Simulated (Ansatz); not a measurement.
## Formation energy and levels of the substitutional impurity Te_N in GaN (F-43m)

Wanted: the transition levels of a substitutional impurity in GaN (F-43m), from a cell of 54 host atoms with 1 N taken out and 1 Te put in.

Method: place-levels on r2SCAN runs: charge-transition levels and formation energies with image-charge correction and potential alignment at the atomic sites; PAW set soft_1, in Ansatz 0.2.0.

### Step 1. The structure

The cell holds 54 atoms: 27 Ga, 26 N and 1 Te. Its edges and angles: a = 9.542 Å, b = 9.542 Å, c = 9.542 Å, α = 60.0°, β = 60.0°, γ = 60.0°. It derives from GaN (space group F-43m). Nearest the centre at fractional (0.417, 0.417, 0.417): Te28 at 0.00 Å, Ga29 at 1.95 Å, Ga45 at 1.95 Å, Ga33 at 1.95 Å, Ga27 at 1.95 Å, N46 at 3.18 Å, N34 at 3.18 Å, N16 at 3.18 Å.

Coordinates:

```xyz
54
Lattice="0.0000 6.7473 6.7473 6.7473 0.0000 6.7473 6.7473 6.7473 0.0000" Properties=species:S:1:pos:R:3 pbc="T T T"
Ga    0.0000    0.0000    0.0000
N     1.1245    1.1245    1.1245
Ga    2.2491    2.2491    0.0000
N     3.3736    3.3736    1.1245
Ga    4.4982    4.4982    0.0000
N     5.6227    5.6227    1.1245
Ga    2.2491    0.0000    2.2491
N     3.3736    1.1245    3.3736
Ga    4.4982    2.2491    2.2491
N     5.6227    3.3736    3.3736
Ga    6.7473    4.4982    2.2491
N     7.8718    5.6227    3.3736
Ga    4.4982    0.0000    4.4982
N     5.6227    1.1245    5.6227
Ga    6.7473    2.2491    4.4982
N     7.8718    3.3736    5.6227
Ga    8.9964    4.4982    4.4982
N    10.1209    5.6227    5.6227
Ga    0.0000    2.2491    2.2491
N     1.1245    3.3736    3.3736
Ga    2.2491    4.4982    2.2491
N     3.3736    5.6227    3.3736
Ga    4.4982    6.7473    2.2491
N     5.6227    7.8718    3.3736
Ga    2.2491    2.2491    4.4982
N     3.3736    3.3736    5.6227
Ga    4.4982    4.4982    4.4982
Te    5.6227    5.6227    5.6227
Ga    6.7473    6.7473    4.4982
N     7.8718    7.8718    5.6227
Ga    4.4982    2.2491    6.7473
N     5.6227    3.3736    7.8718
Ga    6.7473    4.4982    6.7473
N     7.8718    5.6227    7.8718
Ga    8.9964    6.7473    6.7473
N    10.1209    7.8718    7.8718
Ga    0.0000    4.4982    4.4982
N     1.1245    5.6227    5.6227
Ga    2.2491    6.7473    4.4982
N     3.3736    7.8718    5.6227
Ga    4.4982    8.9964    4.4982
N     5.6227   10.1209    5.6227
Ga    2.2491    4.4982    6.7473
N     3.3736    5.6227    7.8718
Ga    4.4982    6.7473    6.7473
N     5.6227    7.8718    7.8718
Ga    6.7473    8.9964    6.7473
N     7.8718   10.1209    7.8718
Ga    4.4982    4.4982    8.9964
N     5.6227    5.6227   10.1209
Ga    6.7473    6.7473    8.9964
N     7.8718    7.8718   10.1209
Ga    8.9964    8.9964    8.9964
N    10.1209   10.1209   10.1209
```

The host's dielectric constants go in as inputs: 6.00 for the electrons alone, 10.56 with the ions, computed on the host (DFPT, PBEsol, on the r2SCAN cell), and a cell off the functional's own equilibrium shifts the ionic part.

The cell's shortest repeat is 9.5 Å.

### Step 2. The runs of each charge state

Levels follow from differences of total energies between charge states, each relaxed by itself.

Each atom starts 0.05 Å or so off its site in a random direction: a symmetric start keeps its symmetry, and would miss off-centre moves and Jahn–Teller distortions. Forces are taken on a 2×2×2 shifted mesh. The cell holds 1 electron more than the neutral one, with a uniform background that keeps it neutral on the whole.

The sampling was tested on the host first: at the k-points planned (1x1x1 shifted 0.25 0.25 0.25) its energy lies 0.067 eV an atom from the dense-mesh value, so the final energies take a denser sampling.

One state's input; the others differ in charge, spin, start and seed, and in occupations where the table says so.

File qm1.relax/input.yaml:

```yaml
crystal:
  lattice:
    - [0.0, 2.24909694, 2.24909694]
    - [2.24909694, 0.0, 2.24909694]
    - [2.24909694, 2.24909694, 0.0]
  atoms:
    - { symbol: Ga, position: [0.0, 0.0, 0.0] }
    - { symbol: "N", position: [0.25, 0.25, 0.25] }
  supercell: [3, 3, 3]
  defects: [{ substitution: { at: 27, symbol: Te } }]
total_charge: -1
basis:
  ecutwfc: 500
  xc_grid: 2
hamiltonian:
  xc: r2scan
  pseudopotentials: { kind: paw, azcp: { folder: soft_1 } }
kpoints:
  mp_grid: { grid: [2, 2, 2], shift: [0.5, 0.5, 0.5] }
scf:
  occupations: { method: fixed }
  max_iter: 100
output:
  forces: true
  charged_corrections: { epsilon: 6.0, static_epsilon: 10.56 }
relax:
  f_tol: 0.02
  max_steps: 80
  random_displacement: { amplitude: 0.05, seed: 3447 }
checkpoint:
  write: "../qm1.relax.run"
  compress: false
  write_wavefunctions: true
  write_every: 100000
```

Launch:

```
ansatz run input.yaml --threads 4 --pin off --max-ram 15073MiB --backend cpu --events-out ev --progress --plain --runs-dir out
```

The run of this state that the levels use, under r2SCAN:

File qm1.point/input.yaml:

```yaml
crystal:
  checkpoint: "../qm1.relax.run"
  host: checkpoint
total_charge: -1
basis:
  ecutwfc: 500
  xc_grid: 2
hamiltonian:
  xc: r2scan
  pseudopotentials: { kind: paw, azcp: { folder: soft_1 } }
kpoints:
  mp_grid: { grid: [2, 2, 2], shift: [0.5, 0.5, 0.5] }
scf:
  occupations: { method: fixed }
  max_iter: 100
output:
  forces: true
  eigenvalues: true
  charged_corrections:
    epsilon: 6.0
    static_epsilon: 10.56
    defect_position: [0.416667, 0.416667, 0.416667]
  eigenstates: { localisation: true }
  populations: true
  band_densities: [{ bands: [v1, v1] }, { bands: [c1, c1] }]
  write_density: true
  write_potential: true
  volumetric_format: npy
checkpoint:
  read: "../qm1.relax.run"
  write: "../qm1.point.run"
  compress: false
  write_wavefunctions: false
  write_every: 100000
```

Relaxations under r2SCAN at a 2×2×2 shifted mesh; times on 4 threads of Arm Neoverse V1, shared host:

| charge | moment (μB) | occupations | outcome | steps | largest displacement against the far atoms (Å) | time |
| --- | --- | --- | --- | --- | --- | --- |
| −1 | 0 | fixed | converged | 13 | 0.75 | 14 min |
| 0 | 1 | fixed | converged | 7 | 0.46 | 19 min |
| +1 | 0 | fixed | converged | 6 | 0.42 | 7.1 min |
| −1 | 2 | fixed | converged | 9 | 0.61 | 24 min |

Single points under r2SCAN at a 2×2×2 shifted mesh; times on 4 threads of Arm Neoverse V1, shared host:

| charge | moment (μB) | occupations | outcome | time |
| --- | --- | --- | --- | --- |
| −1 | 0 | fixed | converged | 66 s |
| 0 | 1 | fixed | converged | 2.2 min |
| +1 | 0 | fixed | converged | 63 s |
| −1 | 2 | fixed | converged | 2.2 min |

Distances (Å) from Te28 to the nearest atoms after relaxation with r2SCAN:

| charge | moment (μB) | 1. | 2. | 3. | 4. | 5. | 6. |
| --- | --- | --- | --- | --- | --- | --- | --- |
| −1 | 0 | Ga 2.40 | Ga 2.40 | Ga 2.40 | Ga 2.50 | N 3.11 | N 3.11 |
| −1 | 2 | Ga 2.40 | Ga 2.40 | Ga 2.47 | Ga 2.47 | N 3.16 | N 3.16 |
| 0 | 1 | Ga 2.39 | Ga 2.39 | Ga 2.39 | Ga 2.40 | N 3.24 | N 3.24 |
| +1 | 0 | Ga 2.37 | Ga 2.37 | Ga 2.37 | Ga 2.37 | N 3.25 | N 3.25 |

### Step 3. Levels against the band edges, r2SCAN

A charged cell interacts with its images and the background, and its potential has another zero than the host's. place-levels removes the first by a point-charge model, screened by the static dielectric constant since the ions have relaxed around the charge, and the second by comparing potentials at atoms far from the defect.

The host is a run of the defect-free crystal in the same cutoffs, grids and k-points, so that basis and sampling errors cancel in part in the differences. The host is run in a cell of 2 atoms on a matching mesh. Its band edges are searched through the zone by a band path, so the gap is smaller than, or equal to, that on the mesh. Chemical potentials are energies per atom of N (N2 molecule) and Te (trigonal tellurium), run with the same functional and cutoff.

File levels.point.yaml:

```yaml
host:
  run: host.point.run
states: [qm1.point.run, q0_M1.point.run, qp1.point.run, qm1_M2.point.run]
geometry_from:
  qm1.point.run: qm1.relax.run
  q0_M1.point.run: q0_M1.relax.run
  qp1.point.run: qp1.relax.run
  qm1_M2.point.run: qm1_M2.relax.run
  host.point.run: host.relax.run
chemical_potentials:
  "N":
    energy: -384.814403
    dataset: "<sha256 of the dataset>"
  Te:
    energy: -6994.903559
    dataset: <sha256 of the dataset>
epsilon: 6.0
static_epsilon: 10.56
vertical:
  - { from: qm1.point.run, to: qm1.point_neutral.run }
  - { from: qp1.point.run, to: qp1.point_neutral.run }
  - { from: qm1_M2.point.run, to: qm1_M2.point_neutral.run }
```

Launch:

```
ansatz place-levels levels.point.yaml -- --threads 4 --pin off --max-ram 15073MiB
```

Numbers of over 12 decimals in the logs are rounded to 6 here.

The program printed:

```text
[... repeated set-up lines and file paths are left out, and long positions are rounded to six places ...]
(+1/0) 2.262 eV above the valence edge (+3.107 eV without the band-filling correction), in the conduction band
(0/-1) 2.956 eV above the valence edge (+3.177 eV without the band-filling correction), in the conduction band
formation energy of charge +1: +4.501 eV with the Fermi level at the valence edge
formation energy of charge 0: +6.763 eV with the Fermi level at the valence edge
formation energy of charge -1: +9.718 eV with the Fermi level at the valence edge
vertical -1 to 0: no energy, since no alignment is typed
  the change from vertical[0].from (qm1.point.run) to vertical[0].to (qm1.point_neutral.run): by its potential at epsilon 6 it stands at 0.262 0.262 0.261, with an rms radius of about 2.8 Å (1.6 1.6 1.6 Å across the planes of the cell's vectors); [...]
vertical +1 to 0: no energy, since no alignment is typed
  the change from vertical[1].from (qp1.point.run) to vertical[1].to (qp1.point_neutral.run): by its potential at epsilon 6 it stands at 0.244 0.244 0.245, with an rms radius of about 4.3 Å (2.5 2.5 2.5 Å across the planes of the cell's vectors); [...]
vertical -1 to 0: no energy, since no alignment is typed
  the change from vertical[2].from (qm1_M2.point.run) to vertical[2].to (qm1_M2.point_neutral.run): by its potential at epsilon 6 it stands at 0.276 0.276 0.056, with an rms radius of about 2.7 Å (1.2 1.2 2.2 Å across the planes of the cell's vectors); [...]
  edges by r2scan, gap 2.168 eV; the host is sampled to repeats of 19.08 Å
  the defect's cells are sampled to repeats of 19.08 Å, like sampling
  charge +1: -119377.1967 eV with its correction of +0.725 eV, at epsilon 10.56, aligned at sites: +0.4931 eV, mean over 19 atomic sites at or beyond 4.77 Å from the defect at [0.4167, 0.4167, 0.4167], with +0.000000 for the charge's moments and without [...]
  charge 0: +0.000 eV for its dipole among its images, +0.000 omitted
  charge -1: -119352.0140 eV with its correction of -0.435 eV, at epsilon 10.56, aligned at sites: +0.6662 eV, mean over 19 atomic sites at or beyond 4.77 Å from the defect at [0.4167, 0.4167, 0.4167], with -0.000000 for the charge's moments and without [...]
  charge -1: states[3] (qm1_M2.point.run) stands 0.323 eV higher, with a moment of 2.00 μB against 0.00
  of states[2] (qp1.point.run): it parts from the run at its places by a charge that spreads by about 2.5 Å along one vector (1.3 Å or more is wide), by its potential at epsilon 6, taken for that of held ions (one typed too small widens it), where the cell [...]
  of states[1] (q0_M1.point.run): a band-filling correction moves a carrier to the host's band edge, which changes its energy by -0.845 eV; stability_check_not_made
  of states[0] (qm1.point.run): it parts from the run at its places by a charge that spreads by about 1.6 Å along one vector (1.3 Å or more is wide), by its potential at epsilon 6, taken for that of held ions (one typed too small widens it), where the cell [...]
  of states[3] (qm1_M2.point.run): it parts from the run at its places by a charge that spreads by about 2.2 Å along one vector (1.3 Å or more is wide), by its potential at epsilon 6, taken for that of held ions (one typed too small widens it), where the cell [...]
  of vertical[0].from (qm1.point.run): it parts from the run at its places by a charge that spreads by about 1.6 Å along one vector (1.3 Å or more is wide), by its potential at epsilon 6, taken for that of held ions (one typed too small widens it), where the [...]
  of vertical[0].to (qm1.point_neutral.run): stability_check_not_made
  of vertical[1].from (qp1.point.run): it parts from the run at its places by a charge that spreads by about 2.5 Å along one vector (1.3 Å or more is wide), by its potential at epsilon 6, taken for that of held ions (one typed too small widens it), where the [...]
  of vertical[1].to (qp1.point_neutral.run): stability_check_not_made
  of vertical[2].from (qm1_M2.point.run): its moments are held at its close (magnetization.spin_locking), by a field of 0.042 eV a Bohr magneton, and its energy and levels are of the state that this holds: a run that lets them go can end lower; [...]
  of vertical[2].to (qm1_M2.point_neutral.run): stability_check_not_made
```

Elapsed: 0.44 s, on 4 threads of Arm Neoverse V1, shared host.

Levels between the charges placed, in eV above the valence top:

|  | gap (eV) | (+1/0) | (0/−1) |
| --- | --- | --- | --- |
| r2SCAN | 2.17 | 2.26 | 2.96 |

Corrections by state:

| charge | moment (μB) | image terms and alignment (eV) | band filling (eV) | ε used | over the lowest of its charge, as the program ranks them, band filling apart (eV) |
| --- | --- | --- | --- | --- | --- |
| +1 | 0.0 | 0.725 | - | 10.56 | 0.000 |
| 0 | 1.0 | 0.000 | -0.845 | - | 0.000 |
| −1 | 0.0 | -0.435 | -1.066 | 10.56 | 0.000 |
| −1 | 2.0 | -0.419 | - | 10.56 | 0.323 |

The charged structures listed were also run neutral, and place-levels reads from each pair, by the potential or the spins, how wide the charge is by which they differ; that can be the carrier of either run.

| charge | rms radius (Å) | spread where it is widest against the cell (Å) | wide from (Å) | reading |
| --- | --- | --- | --- | --- |
| +1 | 4.3 | 2.45 | 1.35 | wide |
| −1 | 2.8 | 1.62 | 1.35 | wide |

The neutral runs of these pairs need not share the spin of the lowest neutral state, and very wide values only mean spread over the cell.

From the program's caveats on the states, each cut to its opening words:

- charge +1: it parts from the run at its places by a charge that spreads by about 2.5 Å along one vector (1.3 Å or more is wide), by its potential at epsilon 6, taken for [...]
- charge 0 (1 μB): a band-filling correction moves a carrier to the host's band edge, which changes its energy by -0.845 eV
- charge 0 (1 μB), −1 (2 μB): flagged: stability check not made
- charge −1: it parts from the run at its places by a charge that spreads by about 1.6 Å along one vector (1.3 Å or more is wide), by its potential at epsilon 6, taken for [...]
- charge −1: a band-filling correction moves a carrier to the host's band edge, which changes its energy by -1.066 eV
- charge −1: its alignment with the host at atomic sites is doubtful: the mean over the far sites moves by +0.1373 eV from their farther parts to their nearer, more than [...]
- charge −1 (2 μB): it parts from the run at its places by a charge that spreads by about 2.2 Å along one vector (1.3 Å or more is wide), by its potential at epsilon 6, taken for [...]
- charge −1 (2 μB): its alignment with the host at atomic sites is doubtful: the mean over the far sites moves by +0.1495 eV from their farther parts to their nearer, more than [...]
- charge −1 (2 μB): its moments are held at its close (magnetization.spin_locking), by a field of 0.042 eV a Bohr magneton, and its energy and levels are of the state that this [...]

The host's formation energy from the elements is -0.646 eV per atom; it sets how far the chemical potentials can move.

Formation energies (eV), Ga-rich (Δμ(Ga) = 0.00 eV, Δμ(N) = -1.29 eV, Δμ(Te) = 0.00 eV):

| charge | Fermi level at the valence top | at the conduction bottom |
| --- | --- | --- |
| +1 | 3.21 | 5.38 |
| 0 | 5.47 | 5.47 |
| −1 | 8.43 | 6.26 |

Formation energies (eV), N-rich (Δμ(N) = 0.00 eV, Δμ(Ga) = -1.29 eV, Δμ(Te) = 0.00 eV):

| charge | Fermi level at the valence top | at the conduction bottom |
| --- | --- | --- |
| +1 | 4.50 | 6.67 |
| 0 | 6.76 | 6.76 |
| −1 | 9.72 | 7.55 |

### Step 4. Results

* gap of the host: 2.17 eV (r2SCAN)
* level (plus 1/0): 2.26 eV above the valence top, past the conduction bottom (3.11 eV above the valence top without the band-filling term)
* level (0/minus 1): 2.96 eV above the valence top, past the conduction bottom (3.18 eV above the valence top without the band-filling term)
* lowest of the charges placed, just above the valence top (0.02 eV): +1
* lowest of the charges placed, just below the conduction bottom (0.02 eV): +1
* lowest formation energy at mid-gap of the charges run, Ga-rich: 4.29 eV
* lowest formation energy at mid-gap of the charges run, N-rich: 5.58 eV

What this shows: Of the charges placed (−1, 0 and +1), +1 is the lowest from 0.02 eV above the valence top to 0.02 eV below the conduction bottom, a gap of 2.17 eV. Charges above +1 were not placed, so these runs say nothing of levels that involve them. States placed: +1 at 0 μB; 0 at 1 μB; −1 at 0 μB and 2 μB. Other spin states or structures, where not listed, weren't placed. The program finds carriers beyond a band edge of the host and adds a band-filling term at charge −1 (-1.07 eV) and 0 (-0.84 eV); steps to such a charge show no bound level, and a defect level inside a band would be read the same way. Te is taken at its element; compounds, which aren't counted here, bound the chemical potentials and would shift these formation energies. The program doubts the alignment of potentials for at least one state, a sign that the cell is small. Limits: r2SCAN makes the gap too small and tends to spread out bound carriers; where a gas molecule sets a chemical potential or the host's formation energy, its binding is uncorrected; spin–orbit coupling, which can matter with heavy atoms, is left out.

[Logs are printed without paths, hosts, clocks, repeated set-up lines and the standing remarks that a program may print on its own settings, such as how far it seeks lower states.]

[Hosts, paths, dates, database ids (printed as entryN), source tags and the programs' standing remarks are cut or masked in the printed files.]

[Where a table of states has a column of steps, it counts the stored structures, which are thinned; the runs took as many ionic steps or more.]

[A defect's name tells the site on which it was built; relaxed atoms can leave that site.]

[For some hosts the program warned that the k-mesh of the response run may be too coarse for force constants and the static dielectric constant; such warnings are not shown here.]
